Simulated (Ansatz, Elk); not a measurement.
# Na4SrIn: X-ray structure factors from the self-consistent density

The structure of Na4SrIn used here is made up (a known structure type with other elements) and was relaxed beforehand with r2SCAN. The aim is the Fourier transform of its all-electron density, F(hkl), set beside the sum over free spherical atoms that refinements use.

Calculated with Elk 11.2.3 (patched build); DFT, PBE, all-electron APW+lo, Dirac cores, scalar-relativistic bands, static density, no spin.

The structure was built from a prototype and need not be the compound's stable phase.

### 1. Set-up

Symmetry: F-43m, No. 216, cubic system. Conventional cell: a = 9.213 Å, b = 9.213 Å, c = 9.213 Å, α = 90.00°, β = 90.00°, γ = 90.00°. Nearest to In lie 12 Na at 3.82 Å and 4 Sr at 3.99 Å. Nearest to Sr lie 12 Na at 3.82 Å and 4 In at 3.99 Å. Nearest to Na lie 6 Na at 3.22 to 3.30 Å and 3 In at 3.82 Å and 3 Sr at 3.82 Å. Farther neighbours are not listed.

### 2. Ground state and structure factors

An all-electron density is needed, since X-rays see the cores too. Task 0 finds the density and task 195 Fourier-transforms it; tshift is off so that phases refer to the origin typed.

The input, elk.in:

```
tasks
  0
  195

xctype
  20

spinpol
  .false.

rgkmax
  7.0

gmaxvr
  14.0

lmaxo
  7

lmaxapw
  8

swidth
  0.002

tshift
  .false.

ramdisk
  .false.

hmaxvr
  5.5

maxscl
  120

epspot
  1e-06

sppath
  './'

avec
  -0.00000000000 8.70483193626 8.70483193626
  8.70483193626 -0.00000000000 8.70483193626
  8.70483193626 8.70483193626 -0.00000000000

atoms
  3
  'In.in'
  1
  0.2500000000 0.2500000000 0.2500000000   0.000000 0.000000 0.000000
  'Sr.in'
  1
  0.0000000000 0.0000000000 -0.0000000000   0.000000 0.000000 0.000000
  'Na.in'
  4
  0.6234059508 0.6234059508 0.1297821475   0.000000 0.000000 0.000000
  0.6234059508 0.1297821475 0.6234059508   0.000000 0.000000 0.000000
  0.6234059508 0.6234059508 0.6234059508   0.000000 0.000000 0.000000
  0.1297821475 0.6234059508 0.6234059508   0.000000 0.000000 0.000000

ngridk
  4 4 4
```

Started as:

```bash
$ OMP_NUM_THREADS=4 elk
```

Numbers of over 12 decimals in the logs are rounded to 6 here.

Log:

```text
┌─────────────────────────┐
│ Elk code version 11.2.3 │
└─────────────────────────┘

All units are atomic (Hartree, Bohr, etc.)

┌─────────────────────────────────────────────────┐
│ Ground-state run starting from atomic densities │
└─────────────────────────────────────────────────┘

Lattice vectors :
  -0.000000000       8.704831936       8.704831936
   8.704831936      -0.000000000       8.704831936
   8.704831936       8.704831936      -0.000000000

Reciprocal lattice vectors :
 -0.3609021606      0.3609021606      0.3609021606
  0.3609021606     -0.3609021606      0.3609021606
  0.3609021606      0.3609021606     -0.3609021606

Unit cell volume      :    1319.201595
Brillouin zone volume :   0.1880305591

Muffin-tin inner radius fraction :   0.1000000000E-01

Nuclei treated as point charges

Species : 1 (In)
 parameters loaded from : In.in
 name : indium
 nuclear charge    :   -49.00000000
 electronic charge :    49.00000000
 atomic mass :    209300.4102
 muffin-tin radius :    2.600000000
 number of radial points in muffin-tin :   1193
 inner part over the whole radius :   0.9943151076E-02
 number on inner part of muffin-tin    :    850
 approximate nuclear radius :   0.8768807633E-04
 number of mesh points to nuclear radius :    427
 atomic positions (lattice), magnetic fields (Cartesian) :
  1 :   0.25000000  0.25000000  0.25000000    0.00000000  0.00000000  0.00000000

Species : 2 (Sr)
 parameters loaded from : Sr.in
 name : strontium
 nuclear charge    :   -38.00000000
 electronic charge :    38.00000000
 atomic mass :    159721.4892
 muffin-tin radius :    2.600000000
 number of radial points in muffin-tin :   1193
 inner part over the whole radius :   0.9909106339E-02
 number on inner part of muffin-tin    :    847
 approximate nuclear radius :   0.8067967193E-04
 number of mesh points to nuclear radius :    415
 atomic positions (lattice), magnetic fields (Cartesian) :
  1 :   0.00000000  0.00000000  0.00000000    0.00000000  0.00000000  0.00000000

Species : 3 (Na)
 parameters loaded from : Na.in
 name : sodium
 nuclear charge    :   -11.00000000
 electronic charge :    11.00000000
 atomic mass :    41907.78703
 muffin-tin radius :    2.200000000
 number of radial points in muffin-tin :    793
 inner part over the whole radius :   0.9883648912E-02
 number on inner part of muffin-tin    :    551
 approximate nuclear radius :   0.5574345702E-04
 number of mesh points to nuclear radius :    238
 atomic positions (lattice), magnetic fields (Cartesian) :
  1 :   0.62340595  0.62340595  0.12978215    0.00000000  0.00000000  0.00000000
  2 :   0.62340595  0.12978215  0.62340595    0.00000000  0.00000000  0.00000000
  3 :   0.62340595  0.62340595  0.62340595    0.00000000  0.00000000  0.00000000
  4 :   0.12978215  0.62340595  0.62340595    0.00000000  0.00000000  0.00000000

Total number of atoms per unit cell :    6
Total muffin-tin volume :    325.6533057
 ratio of muffin-tin to unit cell volume :   0.2468563615

Spin treatment :
 spin-unpolarised

Number of Bravais lattice symmetries :   48
Number of crystal symmetries         :   24
Crystal has no inversion symmetry
Complex Hermitian eigensolver will be used

k-point grid :      4     4     4
k-point offset :    0.000000000       0.000000000       0.000000000
k-point set is reduced with full crystal symmetry group
Total number of k-points :       10

Muffin-tin radius times maximum |G+k| :    7.000000000
 using average radius
Maximum |G+k| for APW functions       :    3.000000000
Maximum (1/2)|G+k|²                   :    4.500000000
Maximum |G| for potential and density :    14.00000000
Constant for pseudocharge density :    9
 order of it for each species :   16  16  16
 order of it for pair densities of each species (exact exchange by exxq0 0: 17) :   12  12   8
Radial integration step length :    1

G-vector grid sizes :     56    56    56
Number of G-vectors :    61239

Maximum angular momentum used for
 APW functions            :    8
 outer part of muffin-tin :    7
[...]
correlation                 :     -6.092423
 electron entropic           :    -0.11914096919844E-02
 total energy                :     -9714.7625822701

Density of states at Fermi energy :    79.93174870
 (states/Hartree/unit cell)

Estimated indirect band gap :   0.4903930456E-02
 from k-point 3 to k-point 5
Estimated direct band gap   :   0.1183352424E-01
 at k-point 4

Charges :
 core                        :    66.00000000
 valence                     :    65.00000000
 interstitial                :    7.591868382
 muffin-tins (core leakage)
  species : 1 (In)
[...]
species : 2 (Sr)
[...]
species : 3 (Na)
[...]
total in muffin-tins        :    123.4081316
 total calculated charge     :    130.9998350
 total charge                :    131.0000000
 error                       :   0.1650499788E-03

RMS change in Kohn-Sham potential (target) :   0.6845073996     (  0.1000000000E-05)
Absolute change in total energy (target)   :    1.534591529     (  0.1000000000E-03)

[... loops 3 to 13 left out ...]

┌──────────────────┐
│ Loop number : 14 │
└──────────────────┘

Energies :
 Fermi                       :     0.77145021647799E-01
 sum of occupied eigenvalues :     -5764.1699155528
 electron kinetic            :      10106.085290377
 core electron kinetic       :      9650.2075252462
 Coulomb                     :     -19496.233724144
 Coulomb potential           :     -15450.353330823
 nuclear-nuclear             :     -863.30567315889
 electron-nuclear            :     -21828.458489594
 Hartree                     :      3195.5304386087
 Madelung                    :     -11771.057058733
 xc potential                :     -419.90187510728
 exchange                    :     -316.59403110913
 correlation                 :     -6.093707
 electron entropic           :    -0.15938313460438E-02
 total energy                :     -9712.8377654812

Density of states at Fermi energy :    115.7593963
 (states/Hartree/unit cell)

Estimated indirect band gap :   0.2524049388E-02
 from k-point 5 to k-point 8
Estimated direct band gap   :   0.9447115368E-02
 at k-point 4

Charges :
 core                        :    66.00000000
 valence                     :    65.00000000
 interstitial                :    7.565976029
 muffin-tins (core leakage)
  species : 1 (In)
[...]
species : 2 (Sr)
[...]
species : 3 (Na)
[...]
total in muffin-tins        :    123.4340240
 total calculated charge     :    130.9998389
 total charge                :    131.0000000
 error                       :   0.1610505091E-03

RMS change in Kohn-Sham potential (target) :   0.7346715090E-07 (  0.1000000000E-05)
Absolute change in total energy (target)   :   0.4972363968E-04 (  0.1000000000E-03)

Convergence targets achieved

┌──────────────────┐
│ Loop number : 15 │
└──────────────────┘

Energies :
 Fermi                       :     0.77145040006367E-01
 sum of occupied eigenvalues :     -5764.1699150941
 electron kinetic            :      10106.085292748
 core electron kinetic       :      9650.2075267559
 Coulomb                     :     -19496.233726596
 Coulomb potential           :     -15450.353331426
 nuclear-nuclear             :     -863.30567315889
 electron-nuclear            :     -21828.458493701
 Hartree                     :      3195.5304402636
 Madelung                    :     -11771.057060883
 xc potential                :     -419.90187641629
 exchange                    :     -316.59403115824
 correlation                 :     -6.093707
 electron entropic           :    -0.15938306674768E-02
 total energy                :     -9712.8377656128

Density of states at Fermi energy :    115.7593344
 (states/Hartree/unit cell)

Estimated indirect band gap :   0.2524050453E-02
 from k-point 5 to k-point 8
Estimated direct band gap   :   0.9447120720E-02
 at k-point 2

Charges :
 core                        :    66.00000000
 valence                     :    65.00000000
 interstitial                :    7.565976033
 muffin-tins (core leakage)
  species : 1 (In)
[...]
species : 2 (Sr)
[...]
species : 3 (Na)
[...]
atom 2                    :    10.07316764     ( -0.9715865001E-07)
   atom 3                    :    10.07316764     ( -0.9715865001E-07)
   atom 4                    :    10.07316764     ( -0.9715865001E-07)
 total in muffin-tins        :    123.4340240
 total calculated charge     :    130.9998389
 total charge                :    131.0000000
 error                       :   0.1610505059E-03

┌──────────────────────────────┐
│ Self-consistent loop stopped │
└──────────────────────────────┘

Warning : core states of species 1 leak from the muffin-tin :   0.1267360410E-03

Wrote STATE.OUT
```

Elapsed: 58 s, on 4 threads of Arm Neoverse V1, shared host; peak memory 0.28 GiB; 2.1 min of CPU time.

SFACRHO.OUT:

```text

h k l indices transformed by vhmat matrix:
   1.000000000       0.000000000       0.000000000    
   0.000000000       1.000000000       0.000000000    
   0.000000000       0.000000000       1.000000000    

      h      k      l  multipl.   |H|            Re(F)            Im(F)           |F|

      0      0      0      1   0.0000000       131.00000     -0.31409448E-16   131.00000    
     -1     -1     -1      4  0.62510088       20.430048       32.462797       38.356486    
      1      1      1      4  0.62510088       20.430048      -32.462797       38.356486    
      0     -1     -1      6  0.72180432      -10.335590      0.22718930E-09   10.335590    
      1      1      2     12   1.0207855       74.365691     -0.15661198E-10   74.365691    
      2      1      0     12   1.1969771       42.888807      -52.879875       68.086202    
     -2     -1      0     12   1.1969771       42.888807       52.879875       68.086202    
      2      2      2      4   1.2502018      -9.6285710      -33.782876       35.128223    
     -2     -2     -2      4   1.2502018      -9.6285710       33.782876       35.128223    
      0     -2     -2      6   1.4436086       35.664453     -0.20152363E-07   35.664453    
     -1      0      2     12   1.5731360       18.031532       25.914498       31.570514    
     -2      1      0     12   1.5731360       18.031532      -25.914498       31.570514    
      2      1     -1     24   1.6140035      -9.5374009      0.19508006E-09   9.5374009    
     -3     -1      0     12   1.7680523       63.062235      -1.1771016       63.073220    
      2     -1     -1     12   1.7680523       63.062235       1.1771016       63.073220    
      0     -3     -2     12   1.8753026       37.334931      -44.328203       57.955903    
     -2      1     -2     12   1.8753026       37.334931       44.328203       57.955903    
      0      3      0      4   1.8753026       35.737802      -45.968240       58.226021
```

Elk indexes on the primitive cell of elk.in and gives |H| = 4π sin θ/λ in inverse bohr. Below, one row stands for each form hkl of the conventional cell (m members, Friedel mates merged), F is for one primitive cell and the density is static (no thermal factor). Free-atom factors are Waasmaier and Kirfel's, and R is Σm||F|−|F'||/Σm|F|.

```
hkl   m  sin θ/λ (Å⁻¹)  abs F, DFT  neutral atoms   diff.  abs of complex diff.
111   8          0.094      38.356         38.233  +0.123                 0.126
200   6          0.108      10.336         10.232  +0.103                 0.103
220  12          0.153      74.366         74.417  -0.051                 0.051
311  24          0.180      68.086         68.280  -0.194                 0.233
222   8          0.188      35.128         35.394  -0.266                 0.297
400   6          0.217      35.664         35.541  +0.124                 0.124
331  24          0.237      31.570         31.527  +0.044                 0.091
420  24          0.243       9.537          9.620  -0.082                 0.082
422  24          0.266      63.073         63.110  -0.037                 0.037
511  24          0.282      57.956         58.055  -0.099                 0.100
333   8          0.282      58.226         58.318  -0.092                 0.093
440  12          0.307      86.220         86.368  -0.148                 0.148
531  48          0.321      28.618         28.582  +0.036                 0.038
442  24          0.326       7.290          7.296  -0.006                 0.006
600   6          0.326       9.371          9.378  -0.008                 0.008
620  24          0.343      56.121         56.147  -0.026                 0.026
533  24          0.356      51.300         51.358  -0.058                 0.059
622  24          0.360      25.010         25.085  -0.075                 0.081
444   8          0.376      30.512         30.455  +0.057                 0.057
711  24          0.388      26.409         26.386  +0.023                 0.026
551  24          0.388      26.712         26.688  +0.024                 0.024
640  24          0.391       5.549          5.524  +0.025                 0.025
```

### 3. The highest occupied states alone

An energy window below the Fermi level keeps the highest occupied states, to see at which angles they scatter; shallow core shells can lie inside it and anion s states outside. No new self-consistency is needed.

elk.in: that of step 2 with these lines changed.

```diff
@@ -1,3 +1,2 @@
 tasks
-  0
   195
@@ -40,2 +39,5 @@
 
+wsfac
+  -0.290350 0.377150
+
 sppath
```

Started as:

```bash
$ OMP_NUM_THREADS=4 elk
```

Log:

```text
┌─────────────────────────────────┐
│ Elk code version 11.2.3 started │
└─────────────────────────────────┘

Info(readinput): the functional depends on the density's gradient
 muffin-tin radial points multiplied by    2.00000
 (not where nrmtscf is given)

┌────────────────────┐
│ Current task : 195 │
└────────────────────┘

Info(sfacrho): density structure factors written to SFACRHO.OUT

 Energy window :  -0.2903500000      0.3771500000

┌──────────────────┐
│ Elk code stopped │
└──────────────────┘
```

It took 27 s on 4 threads; peak memory 0.19 GiB.

States within 10 eV below the Fermi level hold 9.00 electrons; any levels below the window count with the cores. Their amplitudes can exceed the total, where window and core parts have opposite phase:

```
hkl  sin θ/λ (Å⁻¹)  abs F, window  abs F, all
111          0.094          1.279      38.356
200          0.108          1.148      10.336
220          0.153          0.410      74.366
311          0.180          0.072      68.086
222          0.188          0.169      35.128
400          0.217          0.084      35.664
331          0.237          0.098      31.570
420          0.243          0.136       9.537
422          0.266          0.048      63.073
511          0.282          0.106      57.956
```

### 4. Another functional

The difference from free atoms is small, so it is set against the change that LDA (Perdew-Wang) makes.

elk.in: that of step 3 with these lines changed.

```diff
@@ -1,2 +1,3 @@
 tasks
+  0
   195
@@ -4,3 +5,3 @@
 xctype
-  20
+  3
 
@@ -39,5 +40,2 @@
 
-wsfac
-  -0.290350 0.377150
-
 sppath
```

Started as:

```bash
$ OMP_NUM_THREADS=4 elk
```

Log:

```text
┌─────────────────────────┐
│ Elk code version 11.2.3 │
└─────────────────────────┘

All units are atomic (Hartree, Bohr, etc.)

┌─────────────────────────────────────────────────┐
│ Ground-state run starting from atomic densities │
└─────────────────────────────────────────────────┘

Lattice vectors :
  -0.000000000       8.704831936       8.704831936
   8.704831936      -0.000000000       8.704831936
   8.704831936       8.704831936      -0.000000000

Reciprocal lattice vectors :
 -0.3609021606      0.3609021606      0.3609021606
[...]
species : 1 (In)
[...]
species : 2 (Sr)
[...]
species : 3 (Na)
[...]
atom 3                    :    10.07443927     ( -0.1555072447E-05)
   atom 4                    :    10.07443927     ( -0.1555072447E-05)
 total in muffin-tins        :    123.4698506
 total calculated charge     :    130.9998515
 total charge                :    131.0000000
 error                       :   0.1485043308E-03

┌──────────────────────────────┐
│ Self-consistent loop stopped │
└──────────────────────────────┘

Warning : core states of species 1 leak from the muffin-tin :   0.1246457798E-03

Wrote STATE.OUT
[key lines of the parts left out:]
total energy                :     -9701.0980658330
```

The job ended after 42 s (4 threads; peak memory 0.25 GiB; 1.7 min of CPU time).

Against the first run R = 0.04 %; the largest change is -0.075 at 440.

### 5. Basis size

The basis and the expansions that go with it are enlarged, to see whether the differences are converged.

elk.in: that of step 4 with these lines changed.

```diff
@@ -5,3 +5,3 @@
 xctype
-  3
+  20
 
@@ -11,12 +11,12 @@
 rgkmax
-  7.0
+  8.5
 
 gmaxvr
-  14.0
+  18.0
 
 lmaxo
-  7
+  9
 
 lmaxapw
-  8
+  10
```

Started as:

```bash
$ OMP_NUM_THREADS=4 elk
```

Log:

```text
┌─────────────────────────┐
│ Elk code version 11.2.3 │
└─────────────────────────┘

All units are atomic (Hartree, Bohr, etc.)

┌─────────────────────────────────────────────────┐
│ Ground-state run starting from atomic densities │
└─────────────────────────────────────────────────┘

Lattice vectors :
  -0.000000000       8.704831936       8.704831936
   8.704831936      -0.000000000       8.704831936
   8.704831936       8.704831936      -0.000000000

Reciprocal lattice vectors :
 -0.3609021606      0.3609021606      0.3609021606
[...]
species : 1 (In)
[...]
species : 2 (Sr)
[...]
species : 3 (Na)
[...]
atom 3                    :    10.07430208     ( -0.9715865712E-07)
   atom 4                    :    10.07430208     ( -0.9715865712E-07)
 total in muffin-tins        :    123.4435118
 total calculated charge     :    130.9998452
 total charge                :    131.0000000
 error                       :   0.1547701714E-03

┌──────────────────────────────┐
│ Self-consistent loop stopped │
└──────────────────────────────┘

Warning : core states of species 1 leak from the muffin-tin :   0.1267414221E-03

Wrote STATE.OUT
[key lines of the parts left out:]
total energy                :     -9712.8499749663
```

Wall time 3.1 min (4 threads); peak memory 0.68 GiB; 7.5 min of CPU time.

Against the first run R = 0.00 %; the largest change is -0.005 at 800.

### 6. Settings against the effect

```
                              run  R against the first run (%)  R against neutral atoms, low angle (%)  wall time
                    PBE, rgkmax 7                         0.00                                    0.22       58 s
                LDA (Perdew-Wang)                         0.04                                    0.25       42 s
rgkmax 8.5 with larger expansions                         0.00                                    0.21    3.1 min
```

### 7. Summary of results

| Property | Result |
| --- | --- |
| R against neutral atoms, sin θ/λ < 0.3 Å⁻¹ | 0.22 % |
| R against neutral atoms, 0.3 to 0.83 Å⁻¹ | 0.11 % |

What this shows: Independent neutral atoms miss the calculated amplitudes by R = 0.22 % below 0.3 Å⁻¹ and 0.11 % from there to 0.83 Å⁻¹; by shells, 0.44 % below 0.15 Å⁻¹ (2 forms), 0.21 % 0.15 to 0.3 (9 forms), 0.10 % 0.3 to 0.45 (18 forms), 0.11 % above 0.45 (99 forms). Bonding, aspherical density and the tables' own atoms all enter these figures, and the runs don't part them. The largest change of an amplitude is -0.27 electrons, at 222. R counts amplitudes alone; phases shift too. The window's part falls from 9.0 electrons at the origin to at most 0.13 between 0.45 and 0.83 Å⁻¹. Below 0.3 Å⁻¹ the changes that finished (LDA (Perdew-Wang) and rgkmax 8.5 with larger expansions) move F by R = 0.04 % at most, against the 0.22 % that separates it from free atoms. The k-mesh has no finished test. Part of the difference isn't bonding: the tables are fits to free atoms and ions calculated by other methods than this functional. Thermal motion, anomalous dispersion and extinction are left out.

[Logs are printed without paths, hosts, clocks, repeated set-up lines and the standing remarks that a program may print on its own settings, such as how far it seeks lower states.]

[Hosts, paths, dates, database ids (printed as entryN), source tags and the programs' standing remarks are cut or masked in the printed files.]
